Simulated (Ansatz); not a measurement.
# Mg3ZnC (Pm-3m): phonons and vibrational spectra, part 2 of 3

Task: relax Mg3ZnC (Pm-3m), then find its harmonic phonons.

Ansatz 0.2.0; DFT PBEsol, scalar-relativistic, plane waves, PAW; PAW set soft_1.

So far. Step 3 (Relaxing to small forces for the phonons): The forces vanish by symmetry and the pressure is 0.008 GPa, within the tolerances set. The cell now holds 16.60 Å³/atom. The relaxed cell has a = 4.362 Å (conventional setting).

## Step 4: Modes at Γ

The zone centre comes first: it holds the modes that light can see, as far as symmetry allows. No field response is asked, since the mesh shows no gap.

Contents of input.yaml:

```yaml
crystal:
  lattice:
    - [4.362493526, 0.0, 0.0]
    - [0.0, 4.362493526, 0.0]
    - [0.0, 0.0, 4.362493526]
  atoms:
    - { symbol: Mg, position: [0.0, 0.5, 0.5] }
    - { symbol: Mg, position: [0.5, 0.5, 0.0] }
    - { symbol: Mg, position: [0.5, 0.0, 0.5] }
    - { symbol: Zn, position: [0.0, 0.0, 0.0] }
    - { symbol: C, position: [0.5, 0.5, 0.5] }
kpoints:
  mp_grid: { grid: [8, 8, 8] }
hamiltonian:
  xc: pbesol
  pseudopotentials: { kind: paw, azcp: { folder: soft_1 }, xc_functional: pbe }
scf:
  occupations: { method: methfessel_paxton, width: 0.2 }
output:
  eigenvalues: true
phonons:
  method: dfpt
```

Command:

```sh
> ansatz run input.yaml --threads 4 --pin off --max-ram 10240MiB --backend cpu --events-out ev --progress --plain --runs-dir out
```

Numbers of over 12 decimals in the logs are rounded to 6 here.

Output:

```text
zone centre: on kpoints.mp_grid the ground state, and the responses unless they are solved on pairs of k-points, stand on 125 of the mesh's 512 k-points, reduced under 8 symmetry operations, with k and −k counted as one. Each operation leaves every solved displacement unchanged or reverses it
[...]
Crystal: 5 atoms, lattice volume = 83.024 Å³
Basis set: ecut = 420 eV, 1647 PW (Γ), exchange–correlation on 60×60×60 points (8 copies of the dense FFT grid, shifted against one another)
Bands: 28, of which v1, the nominal top of the filled ones, is band 23 counted from 1 (22 counted from 0)
Symmetry: 48 space group operations
k-points: 125 of 512 (irreducible under 8 space group operations)
[...]
SCF iter   1: F=—  HF=-9264.636762 eV  |F-HF|=—  |Δ(HF+E_count)|=         —  Δρ=7.41e-2  dr2=9.10e0  ethr=3.10e-3  ⟨swp⟩=5.2  Hψ=14731  notcnv=0
[...]
SCF iter  12: F=-9262.774273 eV  HF=-9262.774273 eV  |F-HF|=1.82e-12  |Δ(HF+E_count)|=  3.82e-11  S|Δr|=    0.00e0  Δρ=5.90e-8  dr2=2.79e-12  ethr=1.00e-12  ⟨swp⟩=6.4  Hψ=17914  notcnv=0
SCF 1 converged in 12 iterations: F = -9262.774273 eV  dr2 = 2.79e-12
[...]
DFPT response loops at Γ: preconditioner auto → Kerker (q_TF=auto, 2.473 Å⁻¹) (partly filled bands, converged f_vac=0.000); β = 1.00, the filter's whole step (`scf.mixing.beta` (0.50) is not read by the response loops under this deck's `scf.mixing.preconditioner`; to damp them name `kerker` or `kerker_dos`, under which they read `scf.mixing.beta`, and type it under 1.00, their step now; both keys bind the ground state too); Broyden in place of MSR1
SCF converged after 12 iterations
[...]
Free energy (F): -9262.774273 eV
[...]
Internal energy: -9262.772527 eV  (E = F + TS)
E sigma→0 (E₀):  -9262.773836 eV
Entropy (-TS):   -0.001746 eV (-0.349 meV/atom)
Fermi energy:    7.278461 eV
[...]
--- Band table (eV; the first three rows and the last of 125) ---
  k-point 0: bands = [... 19 lower, 4.5841, 4.5841, 4.5841, 8.9634, 8.9634, 10.0014, 10.0014, 10.0014, ... 1 higher]
  k-point 1: bands = [... 19 lower, 4.5532, 4.6482, 4.6482, 8.5810, 9.0745, 9.7987, 9.7987, 10.3164, ... 1 higher]
  k-point 2: bands = [... 19 lower, 4.6221, 4.8179, 4.8179, 7.6699, 9.3002, 9.3002, 9.4007, 11.3130, ... 1 higher]
  k-point 124: bands = [... 19 lower, 3.8713, 3.8713, 4.1136, 5.4396, 5.4396, 5.4396, 12.3595, 12.3595, ... 1 higher]
--- Phonons (Γ-DFPT): 4 representative perturbations + reference, on 125 of 512 k-points (Σ response iterations 13) ---
  k mesh reduced under 8 symmetry operations, with k and −k counted as one. Each operation leaves every solved displacement unchanged or reverses it
  ASR residual: 4.291e-5 → 0.000e0 eV/Å²; symmetrization residual: 2.563e-6 eV/Å²
  ASR residual per site (eV/Å²): 4.29e-5 4.29e-5 4.29e-5 1.64e-5 3.30e-5
  Γ frequencies (cm⁻¹): 0.00 0.00 0.00 122.22 122.22 122.22 172.42 172.42 172.42 263.38 263.38 263.38 568.78 568.78 568.78
  non-analytic LO–TO correction: not included (Born effective charges unavailable; polar crystals: no LO–TO splitting at Γ)
```

Run time: 26 s. Hardware: 4 threads of Intel Xeon Platinum 8559C (Emerald Rapids), shared host; peak memory 1.2 GiB.

Numbers from this step:

- sum-rule residual before enforcement: 4.29e-5 eV/Å²
- point group: m-3m
- highest optical mode at the zone centre (no LO-TO term): 568.8 cm⁻¹
- lowest optical zone-centre mode: 122.2 cm⁻¹

Patterns of degenerate modes are one choice out of their space. Modes at Γ, with each element's share of the kinetic energy:

| mode | frequency (cm⁻¹) | symmetry | Mg % | Zn % | C % |
| --- | --- | --- | --- | --- | --- |
| 1 | 0.0 | acoustic | 49 | 43 | 8 |
| 2 | 0.0 | acoustic | 49 | 44 | 8 |
| 3 | 0.0 | acoustic | 49 | 43 | 8 |
| 4 | 122.2 | T1u | 38 | 56 | 6 |
| 5 | 122.2 | T1u | 38 | 56 | 6 |
| 6 | 122.2 | T1u | 38 | 56 | 6 |
| 7 | 172.4 | T2u | 100 | 0 | 0 |
| 8 | 172.4 | T2u | 100 | 0 | 0 |
| 9 | 172.4 | T2u | 100 | 0 | 0 |
| 10 | 263.4 | T1u | 81 | 0 | 19 |
| 11 | 263.4 | T1u | 81 | 0 | 19 |
| 12 | 263.4 | T1u | 81 | 0 | 19 |
| 13 | 568.8 | T1u | 33 | 0 | 67 |
| 14 | 568.8 | T1u | 33 | 0 | 67 |
| 15 | 568.8 | T1u | 33 | 0 | 67 |

Displacements in mode 6 (122.2 cm⁻¹), the largest set to 1:
```
Mg1  0.12 -0.75  0.32
Mg2  0.11 -0.75  0.35
Mg3  0.11 -0.82  0.32
Zn4 -0.15  1.00 -0.42
C5   0.11 -0.76  0.32
```

Displacements in mode 13 (568.8 cm⁻¹), the largest set to 1:
```
Mg1  0.00  0.01  0.00
Mg2  0.00  0.01 -0.01
Mg3  0.00 -0.50  0.00
Zn4  0.00 -0.01  0.00
C5   0.00  1.00  0.03
```

Before it was imposed, the acoustic sum rule was missed by 4.3e-5 eV/Å². Small misses are needed for a sound result but don't prove that mesh and cutoff are converged. The lowest optical mode is real, 122 cm⁻¹.

## Step 5: Phonons on a q mesh

Stability and thermal properties need the whole zone. Linear response on a 4×4×4 q mesh gives force constants as far as a supercell of that size would.

Edit input.yaml of step 4 so:

```diff
@@ -22 +22,8 @@
   method: dfpt
+  qmesh: [4, 4, 4]
+  temperatures: { t_max: 1000, t_step: 50 }
+  qpath:
+    path:
+      - [[0.0, 0.0, 0.0], [0.0, 0.5, 0.0], [0.5, 0.5, 0.0], [0.0, 0.0, 0.0], [0.5, 0.5, 0.5], [0.0, 0.5, 0.0]]
+      - [[0.5, 0.5, 0.5], [0.5, 0.5, 0.0]]
+    npoints: 10
```

Output:

```text
[...]
Crystal: 5 atoms, lattice volume = 83.024 Å³
Basis set: ecut = 420 eV, 1647 PW (Γ), exchange–correlation on 60×60×60 points (8 copies of the dense FFT grid, shifted against one another)
Bands: 28, of which v1, the nominal top of the filled ones, is band 23 counted from 1 (22 counted from 0)
Symmetry: 48 space group operations
k-points: 35 of 512
[...]
SCF iter   1: F=—  HF=-9264.636773 eV  |F-HF|=—  |Δ(HF+E_count)|=         —  Δρ=7.41e-2  dr2=9.10e0  ethr=3.10e-3  ⟨swp⟩=5.4  Hψ=4205  notcnv=0
[...]
SCF iter  12: F=-9262.774273 eV  HF=-9262.774273 eV  |F-HF|=7.28e-12  |Δ(HF+E_count)|=  3.64e-11  S|Δr|=    0.00e0  Δρ=5.93e-8  dr2=2.92e-12  ethr=1.00e-12  ⟨swp⟩=6.6  Hψ=5019  notcnv=0
SCF 1 converged in 12 iterations: F = -9262.774273 eV  dr2 = 2.92e-12
[...]
SCF iter   4: F=-9262.774273 eV  HF=-9262.774273 eV  |F-HF|=3.64e-12  |Δ(HF+E_count)|=  3.64e-12  S|Δr|=    0.00e0  Δρ=8.91e-8  dr2=3.01e-12  ethr=1.00e-12  ⟨swp⟩=3.0  Hψ=2421  notcnv=0
SCF 2 converged in 4 iterations: F = -9262.774273 eV  dr2 = 3.01e-12
phonons: the bands overlap, so this run is a metal and interpolates without the dipole-dipole term. If the crystal is really an insulator or semiconductor, its LO-TO splitting is missing
NSCF: frozen V_eff on 35 k-points
[...]
DFPT response loops at q = (0, 0, 0) (fractional): preconditioner auto → Kerker (q_TF=auto, 2.473 Å⁻¹) (partly filled bands, converged f_vac=0.000); β = 1.00, the filter's whole step (`scf.mixing.beta` (0.50) is not read by the response loops under this deck's `scf.mixing.preconditioner`; to damp them name `kerker` or `kerker_dos`, under which they read `scf.mixing.beta`, and type it under 1.00, their step now; both keys bind the ground state too); Broyden in place of MSR1
[...]
SCF converged after 12 iterations
[...]
Free energy (F): -9262.774273 eV
[...]
Internal energy: -9262.772527 eV  (E = F + TS)
E sigma→0 (E₀):  -9262.773836 eV
Entropy (-TS):   -0.001746 eV (-0.349 meV/atom)
Fermi energy:    7.278461 eV
[...]
--- Band table (eV; the first three rows and the last of 35) ---
  k-point 0: bands = [... 19 lower, 4.5841, 4.5841, 4.5841, 8.9634, 8.9634, 10.0014, 10.0014, 10.0014, ... 1 higher]
  k-point 1: bands = [... 19 lower, 4.5532, 4.6482, 4.6482, 8.5810, 9.0745, 9.7987, 9.7987, 10.3164, ... 1 higher]
  k-point 2: bands = [... 19 lower, 4.6221, 4.8179, 4.8179, 7.6699, 9.3002, 9.3002, 9.4007, 11.3130, ... 1 higher]
  k-point 34: bands = [... 19 lower, 3.8713, 3.8713, 4.1136, 5.4396, 5.4396, 5.4396, 12.3595, 12.3595, ... 1 higher]
--- Phonons (Γ-DFPT): 4 representative perturbations + reference (Σ response iterations 13) ---
  ASR residual: 4.462e-5 → 0.000e0 eV/Å²; symmetrization residual: 2.522e-6 eV/Å²
  ASR residual per site (eV/Å²): 4.46e-5 4.46e-5 4.46e-5 1.40e-5 3.42e-5
[...]
--- Phonons (arbitrary-q DFPT): 10 irreducible q on the 4×4×4 mesh ---
  q = [0.0000, 0.0000, 0.0000] (star 1, of the zone-centre solve; hermiticity 4.17e-7, symmetrization 1.57e-12): -0.00 -0.00 0.00 122.22 122.22 122.22 172.42 172.42 172.42 263.38 263.38 263.38 568.78 568.78 568.78
  q = [0.0000, 0.0000, 0.2500] (star 6, 9 solved perturbations in 1560 linear systems a pass and spin channel, the states on 200 of 512 k-point pairs; hermiticity 6.44e-7, symmetrization 7.13e-13): 61.00 61.00 82.60 124.57 124.57 150.94 158.09 172.87 172.87 248.97 248.97 290.20 534.96 566.99 566.99
[...]
q = [0.0000, 0.2500, -0.5000] (star 12, 15 solved perturbations on 200 of 512 k-point pairs; hermiticity 6.26e-7, symmetrization 4.61e-14): 80.26 83.20 88.08 106.88 148.90 158.24 158.35 176.44 197.12 221.41 274.35 368.85 481.60 539.64 567.30
[...]
sum rule: each row above includes the acoustic sum rule's correction from the zone centre's row sums; it moved no ω² by more than (0.88 cm⁻¹)²
  mesh force constants: q→R imaginary residual 3.03e-19; ASR residual 4.462e-5 → 0.000e0 eV/Å²; symmetrization residual 7.105e-15 eV/Å²
  interpolated dispersion: 62 rows × 15 modes
  density of states and harmonic sums: on the 16×16×16 q-mesh, interpolated from the force constants of a 4×4×4 supercell (no non-analytic term)
  largest difference from the sums on the solved wave vectors: F 1.20e-2 eV, S 1.59e-5 and C_V 3.98e-6 eV/K
  zero-point energy: 0.225424 eV/cell   skipped modes (ω ≤ 0): 3   left out of the sums: 4.88e-5 of the cell's modes: C_V's classical limit lies that fraction below 3 k_B per atom; for a crystal, a wire or a layer, F and S can be off by more, and a phonons.interpolated_qmesh denser along its periods is the remedy for the sampling
```

Elapsed: 11 min, on 4 threads; peak memory 2.9 GiB; 42 min of CPU time.

This step gave:

| Property | Result |
| --- | --- |
| sum-rule residual before enforcement | 4.46e-5 eV/Å² |
| lowest frequency on the path | 0 cm⁻¹ |
| highest frequency on the path or at a solved wavevector | 577 cm⁻¹ |
| mean frequency | 242.4 cm⁻¹ |
| Debye temperature (second moment) | 542 K |
| logarithmic mean frequency | 194.4 cm⁻¹ |
| lowest mode on the q mesh (acoustic modes at Γ apart) | 60.81 cm⁻¹ |
| zero-point energy per atom | 45.08 meV |
| heat capacity at 300 K | 21.67 J/(mol atoms K) |
| vibrational entropy at 300 K | 28.52 J/(mol atoms K) |

Frequencies (cm⁻¹) solved at each irreducible wavevector; negative means imaginary. Frequencies by wavevector, by row:

| q in reciprocal lattice units | star | mode 1 | mode 2 | mode 3 | mode 4 | mode 13 | mode 14 | mode 15 |
| --- | --- | --- | --- | --- | --- | --- | --- | --- |
| 0 0 0 | 1 | 0 | 0 | 0 | 122.2 | 568.8 | 568.8 | 568.8 |
| 0 0 0.25 | 6 | 61 | 61 | 82.6 | 124.6 | 535 | 567 | 567 |
| 0 0 -0.5 | 3 | 87.4 | 87.4 | 88.7 | 129.2 | 454.7 | 570.6 | 570.6 |
| 0 0.25 0.25 | 12 | 71.5 | 78.8 | 85.8 | 129.6 | 535.5 | 536 | 569.2 |
| 0 0.25 -0.5 | 12 | 80.3 | 83.2 | 88.1 | 106.9 | 481.6 | 539.6 | 567.3 |
| 0 -0.5 -0.5 | 3 | 60.8 | 85.1 | 85.1 | 90.3 | 493.9 | 493.9 | 577 |
| 0.25 0.25 0.25 | 8 | 79.4 | 79.4 | 86.5 | 125 | 530.5 | 530.5 | 544.2 |
| 0.25 0.25 -0.5 | 12 | 84.5 | 85.2 | 87.2 | 106.4 | 479.5 | 525.2 | 546.9 |
| 0.25 -0.5 -0.5 | 6 | 67.1 | 86 | 86 | 89.7 | 478.2 | 478.2 | 529.7 |
| -0.5 -0.5 -0.5 | 1 | 72.8 | 72.8 | 72.8 | 87.7 | 464.4 | 464.4 | 464.4 |

Interpolated from a 4×4×4 q mesh. The phonon branches at the labelled points (cm⁻¹):

| point | branch 1 | branch 2 | branch 3 | branch 4 | branch 12 | branch 13 | branch 14 | branch 15 |
| --- | --- | --- | --- | --- | --- | --- | --- | --- |
| Γ | 0 | 0 | 0 | 122 | 263 | 569 | 569 | 569 |
| halfway | 61 | 61 | 83 | 125 | 290 | 535 | 567 | 567 |
| X | 87 | 87 | 89 | 129 | 368 | 455 | 571 | 571 |
| halfway | 80 | 83 | 88 | 107 | 369 | 482 | 540 | 567 |
| M | 61 | 85 | 85 | 90 | 392 | 494 | 494 | 577 |
| halfway | 72 | 79 | 86 | 130 | 283 | 536 | 536 | 569 |
| Γ | 0 | 0 | 0 | 122 | 263 | 569 | 569 | 569 |
| halfway | 79 | 79 | 86 | 125 | 311 | 530 | 530 | 544 |
| R | 73 | 73 | 73 | 88 | 434 | 464 | 464 | 464 |
| halfway | 84 | 85 | 87 | 106 | 376 | 480 | 525 | 547 |
| X | 87 | 87 | 89 | 129 | 368 | 455 | 571 | 571 |
| jump to R | 73 | 73 | 73 | 88 | 434 | 464 | 464 | 464 |
| halfway | 67 | 86 | 86 | 90 | 403 | 478 | 478 | 530 |
| M | 61 | 85 | 85 | 90 | 392 | 494 | 494 | 577 |

Tetrahedra on a 16×16×16 mesh, mean over bins of 5 cm-1. Interpolated from a 4×4×4 q mesh. Table of phonon density of states by wavenumber; read off at these points:

wavenumber (cm⁻¹), phonon density of states (1/cm⁻¹/cell) and a bar:
```
        2      0.000 
       18      0.000 
       32      0.001 
       48      0.004 
       62      0.012 #
       82      0.165 ###################
       88      0.255 ##############################
       98      0.022 ###
      112      0.025 ###
      128      0.070 ########
      132      0.078 #########
      142      0.048 ######
      158      0.045 #####
      172      0.082 ##########
      188      0.052 ######
      202      0.042 #####
      222      0.026 ###
      238      0.028 ###
      252      0.029 ###
      268      0.021 ##
      282      0.016 ##
      298      0.015 ##
      312      0.014 ##
      328      0.015 ##
      342      0.008 #
      358      0.011 #
      378      0.009 #
      392      0.004 #
      408      0.002 
      422      0.001 
      438      0.000 
      452      0.000 
      468      0.005 #
      482      0.025 ###
      498      0.026 ###
      518      0.022 ###
      532      0.023 ###
      548      0.028 ###
      562      0.055 ######
      568      0.093 ###########
      578      0.000
```

The partial phonon density of states has structure finer than the step of the table below, so its rows give means over 20 cm⁻¹, whole bins alone (the curve runs from -10 to 603 cm⁻¹). Peaks (cm⁻¹: height): C 240.7: 0.00768, 495.3: 0.0256, 518.5: 0.0217, 541.6: 0.0232, 564.8: 0.0413; Mg 78.7: 0.0218, 132.7: 0.0666, 179.0: 0.0644, 368.0: 0.0164, 564.8: 0.0203; Zn 86.4: 0.168.

Phonopy on the run's constants, 13x13x13 mesh, Gaussian sigma 4.4 cm-1. Interpolated from a 4×4×4 q mesh. The partial phonon density of states by wavenumber; means over each step; values in 1/cm⁻¹/cell:

| wavenumber (cm⁻¹) | C | Mg | Zn |
| --- | --- | --- | --- |
| 0 | 4.0e-6 | 3.5e-5 | 3.2e-5 |
| 20 | 3.8e-5 | 2.4e-4 | 2.4e-4 |
| 40 | 1.7e-4 | 0.00111 | 0.00145 |
| 60 | 3.7e-4 | 0.00618 | 0.00879 |
| 80 | 4.9e-4 | 0.0183 | 0.101 |
| 100 | 2.8e-5 | 0.0167 | 0.0256 |
| 120 | 9.3e-4 | 0.0351 | 0.00550 |
| 140 | 0.00196 | 0.0577 | 0.00490 |
| 160 | 6.9e-4 | 0.0451 | 8.2e-4 |
| 180 | 4.9e-4 | 0.0589 | 6.8e-4 |
| 200 | 2.5e-4 | 0.0437 | 4.3e-4 |
| 220 | 0.00342 | 0.0210 | 9.0e-5 |
| 240 | 0.00705 | 0.0217 | 2.3e-5 |
| 260 | 0.00626 | 0.0195 | 2.5e-5 |
| 280 | 0.00412 | 0.0124 | 2.1e-5 |
| 300 | 0.00335 | 0.0123 | 2.0e-5 |
| 320 | 0.00198 | 0.0110 | 8.8e-6 |
| 340 | 0.00185 | 0.0106 | 7.1e-6 |
| 360 | 0.00126 | 0.0101 | 6.5e-7 |
| 380 | 9.6e-4 | 0.00847 | 0 |
| 400 | 3.7e-4 | 0.00291 | 0 |
| 420 | 1.1e-4 | 7.6e-4 | 0 |
| 440 | 1.1e-5 | 4.9e-5 | 0 |
| 460 | 0.00271 | 1.1e-4 | 0 |
| 480 | 0.0178 | 0.00105 | 1.2e-5 |
| 500 | 0.0210 | 0.00340 | 1.7e-5 |
| 520 | 0.0170 | 0.00565 | 1.0e-5 |
| 540 | 0.0175 | 0.00757 | 6.9e-6 |
| 560 | 0.0312 | 0.0151 | 7.6e-6 |
| 580 | 0.00656 | 0.00322 | 0 |

Harmonic thermodynamic functions per atom, from the density of states. Interpolated from a 4×4×4 q mesh. Thermodynamic functions, by row:

| T (K) | F_vib (meV/atom) | S (J/mol-atom/K) | C_V (J/mol-atom/K) |
| --- | --- | --- | --- |
| 0 | 45.08 | 0 | 0 |
| 50 | 44.7 | 2.712 | 5.97 |
| 100 | 41.64 | 9.161 | 12.73 |
| 200 | 26.12 | 20.24 | 19 |
| 300 | 0.66 | 28.52 | 21.67 |
| 400 | -32.36 | 34.94 | 22.93 |
| 500 | -71.35 | 40.14 | 23.59 |
| 600 | -115.3 | 44.48 | 23.98 |
| 700 | -163.3 | 48.19 | 24.23 |
| 800 | -215 | 51.44 | 24.39 |
| 900 | -269.8 | 54.32 | 24.5 |
| 1000 | -327.5 | 56.91 | 24.58 |

(Part 2 of 3 ends here.)

[Logs are printed without paths, hosts, clocks, repeated set-up lines and the standing remarks that a program may print on its own settings, such as how far it seeks lower states.]

[Hosts, paths, dates, database ids (printed as entryN), source tags and the programs' standing remarks are cut or masked in the printed files.]
